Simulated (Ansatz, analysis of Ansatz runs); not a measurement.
# Migration in YSF (P4/nmm): H transfer from F to F, charge +1, part 2 of 2

Aim: the barrier of one jump in YSF (P4/nmm) at charge +1: H transfer from F to F. The model is a cell of 36 host atoms with 1 H put in; H is the atom that moves.

Ansatz 0.2.0; plane-wave PAW DFT, LDA; relaxation of all atoms of a defect supercell at fixed charge in a uniform background.

So far. Step 2 (Relaxation of the start point, charge +1): Atoms that came to bonding distance: F16–H37 1.14 Å (from 1.66).

**3. Relaxation of the end point, charge +1**

The end point is relaxed in the same cell and settings, so that the two energies compare.

qp1.end/input.yaml

```yaml
crystal:
  lattice:
    - [7.40027801, 3.700139, 0.0]
    - [-7.40027801, 7.40027801, 0.0]
    - [0.0, 0.0, 6.69955092]
  atoms:
    - { symbol: "Y", position: [0.16666667, 0.16666667, 0.2256396] }
    - { symbol: "Y", position: [0.5, 0.0, 0.2256396] }
    - { symbol: "Y", position: [0.83333333, 0.33333333, 0.2256396] }
    - { symbol: "Y", position: [0.16666667, 0.41666667, 0.7743604] }
    - { symbol: "Y", position: [0.5, 0.25, 0.7743604] }
    - { symbol: "Y", position: [0.83333333, 0.08333333, 0.7743604] }
    - { symbol: S, position: [0.16666667, 0.16666667, 0.64297043] }
    - { symbol: S, position: [0.5, 0.0, 0.64297043] }
    - { symbol: S, position: [0.83333333, 0.33333333, 0.64297043] }
    - { symbol: S, position: [0.16666667, 0.41666667, 0.35702957] }
    - { symbol: S, position: [0.5, 0.25, 0.35702957] }
    - { symbol: S, position: [0.83333333, 0.08333333, 0.35702957] }
    - { symbol: F, position: [0.0, 0.0, 0.0] }
    - { symbol: F, position: [0.33333333, 0.33333333, 0.0] }
    - { symbol: F, position: [0.66666667, 0.16666667, 0.0] }
    - { symbol: F, position: [0.0, 0.25, 0.0] }
    - { symbol: F, position: [0.33333333, 0.08333333, 0.0] }
    - { symbol: F, position: [0.66666667, 0.41666667, 0.0] }
    - { symbol: "Y", position: [0.16666667, 0.66666667, 0.2256396] }
    - { symbol: "Y", position: [0.5, 0.5, 0.2256396] }
    - { symbol: "Y", position: [0.83333333, 0.83333333, 0.2256396] }
    - { symbol: "Y", position: [0.16666667, 0.91666667, 0.7743604] }
    - { symbol: "Y", position: [0.5, 0.75, 0.7743604] }
    - { symbol: "Y", position: [0.83333333, 0.58333333, 0.7743604] }
    - { symbol: S, position: [0.16666667, 0.66666667, 0.64297043] }
    - { symbol: S, position: [0.5, 0.5, 0.64297043] }
    - { symbol: S, position: [0.83333333, 0.83333333, 0.64297043] }
    - { symbol: S, position: [0.16666667, 0.91666667, 0.35702957] }
    - { symbol: S, position: [0.5, 0.75, 0.35702957] }
    - { symbol: S, position: [0.83333333, 0.58333333, 0.35702957] }
    - { symbol: F, position: [0.0, 0.5, 0.0] }
    - { symbol: F, position: [0.33333333, 0.83333333, 0.0] }
    - { symbol: F, position: [0.66666667, 0.66666667, 0.0] }
    - { symbol: F, position: [0.0, 0.75, 0.0] }
    - { symbol: F, position: [0.33333333, 0.58333333, 0.0] }
    - { symbol: F, position: [0.66666667, 0.91666667, 0.0] }
    - { symbol: H, position: [0.122443, 0.280611, 0.0] }
total_charge: 1
basis:
  ecutwfc: 420
  xc_grid: 2
hamiltonian:
  xc: lda
kpoints:
  mp_grid: { grid: [1, 1, 1], shift: [0.25, 0.25, 0.25] }
scf:
  occupations: { method: fixed }
  max_iter: 80
output:
  forces: true
relax:
  f_tol: 0.02
  max_steps: 70
  random_displacement: { amplitude: 0.03, seed: 1316 }
```

On the command line:

```console
$ ansatz run input.yaml --threads 4 --pin off --max-ram 7536MiB --backend cpu --events-out ev --progress --plain --runs-dir out
```

Log:

```text
[...]
Crystal: 37 atoms, lattice volume = 550.342 Å³
Basis set: ecut = 420 eV, 10765 PW (Γ), exchange–correlation on 120×144×90 points (8 copies of the dense FFT grid, shifted against one another)
Bands: 181, of which v1, the nominal top of the filled ones, is band 144 counted from 1 (143 counted from 0)
Symmetry: 1 space group operations
k-points: 1
[...]
SCF iter   1: F=—  HF=-65008.936427 eV  |F-HF|=—  |Δ(HF+E_count)|=         —  Δρ=1.07e-2  dr2=1.16e0  ethr=1.77e-3  ⟨swp⟩=4.0  Hψ=503  notcnv=0  defer=35
[...]
SCF iter   7: F=-65008.605246 eV  HF=-65008.605246 eV  |F-HF|=8.61e-7  |Δ(HF+E_count)|=   1.33e-6  Δρ=1.84e-5  dr2=1.40e-6  ethr=3.47e-9  ⟨swp⟩=4.0  Hψ=545  notcnv=0
SCF 1 converged in 7 iterations: F = -65008.605246 eV  dr2 = 1.40e-6
[...]
- { symbol: Y, position: [0.165635, 0.666126, 0.218650] }
    - { symbol: Y, position: [0.500814, 0.504434, 0.228326] }
    - { symbol: Y, position: [0.831170, 0.832873, 0.225036] }
    - { symbol: Y, position: [0.164422, 0.915655, 0.781246] }
    - { symbol: Y, position: [0.498892, 0.748904, 0.774868] }
    - { symbol: Y, position: [0.828489, 0.581750, 0.775130] }
    - { symbol: S, position: [0.163194, 0.670997, 0.637306] }
    - { symbol: S, position: [0.497364, 0.497711, 0.642760] }
    - { symbol: S, position: [0.830938, 0.831619, 0.642980] }
    - { symbol: S, position: [0.166896, 0.910748, 0.362606] }
    - { symbol: S, position: [0.499139, 0.750145, 0.356955] }
    - { symbol: S, position: [0.833223, 0.583582, 0.356622] }
    - { symbol: F, position: [-0.005012, 0.497598, -0.006347] }
    - { symbol: F, position: [0.331964, 0.832779, 0.000133] }
    - { symbol: F, position: [0.665354, 0.666034, 0.000279] }
    - { symbol: F, position: [-0.001885, 0.749050, -0.000236] }
    - { symbol: F, position: [0.330026, 0.581359, -0.007266] }
    - { symbol: F, position: [0.664723, 0.915720, -0.000392] }
    - { symbol: H, position: [0.164908, 0.291291, 0.000651] }
[key lines of the parts left out:]
SCF converged after 6 iterations
Free energy (F): -65010.584722 eV
Fermi energy:    9.988069 eV
```

The job ended after 28 s (4 threads of Intel Xeon Platinum 8488C (Sapphire Rapids), shared host; peak memory 0.84 GiB; 97 s of CPU time).

Step by step:

```tsv
step	energy less that of the first step (eV)	largest force component (eV/Å)
1	0.0000	3.1659
2	-1.4568	1.3665
3	-1.7938	0.9974
4	-1.9486	0.5057
5	-1.9608	0.3420
6	-1.9779	0.0343
7	-1.9779	0.0344
8	-1.9733	0.0888
9	-1.9795	0.0085
```

Relaxation step 8 was tried and not accepted.

The atoms that moved most (Å, from the sites as typed, ahead of the random displacement, the mean shift of all atoms taken out):

```tsv
atom	dx	dy	dz	length
H37	0.235	0.241	0.004	0.337
Y4	-0.126	0.101	-0.248	0.296
Y1	0.114	-0.115	0.247	0.296
F14	-0.123	-0.127	0.004	0.177
F16	0.107	0.115	-0.002	0.156
F18	-0.067	-0.069	0.001	0.097
S7	-0.015	-0.005	0.089	0.091
S10	0.002	-0.008	-0.089	0.090
```

The relaxed structure:

```xyz
37
Lattice="7.4003 3.7001 0.0000 -7.4003 7.4003 0.0000 0.0000 0.0000 6.6996" Properties=species:S:1:pos:R:3 pbc="T T T"
Y     0.1141    1.7297    1.7588
Y     3.7119    1.8563    1.5058
Y     3.6481    5.5586    1.5278
Y    -1.9758    3.7962    4.9396
Y     1.8889    3.6678    5.1715
Y     5.5639    3.6407    5.1693
S    -0.0148    1.8395    4.3968
S     3.6899    1.8249    4.3097
S     3.6917    5.5263    4.3073
S    -1.8480    3.6867    2.3026
S     1.8454    3.7003    2.3919
S     5.5404    3.7033    2.3928
F    -0.0033    0.0041    0.0484
F    -0.1230    3.5676    0.0034
F     3.7546    3.7505   -0.0009
F    -1.7434    1.9595   -0.0023
F     1.8563    1.8632    0.0422
F     1.7828    5.4759    0.0006
Y    -3.7038    5.5424    1.4649
Y    -0.0268    5.5860    1.5297
Y    -0.0126    9.2389    1.5076
Y    -5.5593    7.3845    5.2340
Y    -1.8502    7.3881    5.1913
Y     1.8259    7.3706    5.1930
S    -3.7579    5.5694    4.2697
S    -0.0026    5.5235    4.3062
S    -0.0050    9.2288    4.3077
S    -5.5047    7.3573    2.4293
S    -1.8575    7.3982    2.3914
S     1.8474    7.4017    2.3892
F    -3.7195    3.6638   -0.0425
F    -3.7062    7.3911    0.0009
F    -0.0050    7.3907    0.0019
F    -5.5571    5.5362   -0.0016
F    -1.8599    5.5234   -0.0487
F    -1.8574    9.2362   -0.0026
H    -0.9353    2.7658    0.0044
```

Neighbours of H37 at the end:

```tsv
atom	distance (Å)
F14	1.141
F16	1.142
Y1	2.292
Y4	2.293
S10	2.639
S7	2.651
F35	2.909
F13	2.915
F31	2.926
F17	2.934
```

Atoms that came to bonding distance: F14–H37 1.14 Å (from 1.66).

Numbers from this step:

| Quantity | Value |
| --- | --- |
| free energy | -65010.5847 eV |
| largest move from the ideal geometry of this structure, a common shift of the far atoms taken out | 0.3505 Å |

The relaxation gained 1.979 eV and ended with a largest force component of 0.0085 eV/Å. The end lies within 1 meV of the start.

**4. No path, charge +1**

Analysis of the runs above: comparison of two relaxed ends, LDA.

It gives:

| Item | Value |
| --- | --- |
| outcome | both ends relax to one structure |
| largest difference | 0.008227 Å |
| energy difference | 6.57e-6 eV |

**5. Summary of results**

| Property | Result |
| --- | --- |
| outcome | both ends relax to one structure |

**Reading.** Start and end fell into one minimum, so this jump is not between two stable places at this charge. Keep in mind: one k-point off the zone centre stands for the whole zone; periodic copies of the defect are only 6.7 Å apart.

[Long decimals in the printed logs are rounded to 6 places.]

[Repeated set-up lines and some long k-point lines are left out of the logs, and relaxed atomic positions are cut to six decimals.]

[Logs are printed without paths, hosts, clocks, repeated set-up lines and the standing remarks that a program may print on its own settings, such as how far it seeks lower states.]

[Hosts, paths, dates, database ids (printed as entryN), source tags and the programs' standing remarks are cut or masked in the printed files.]
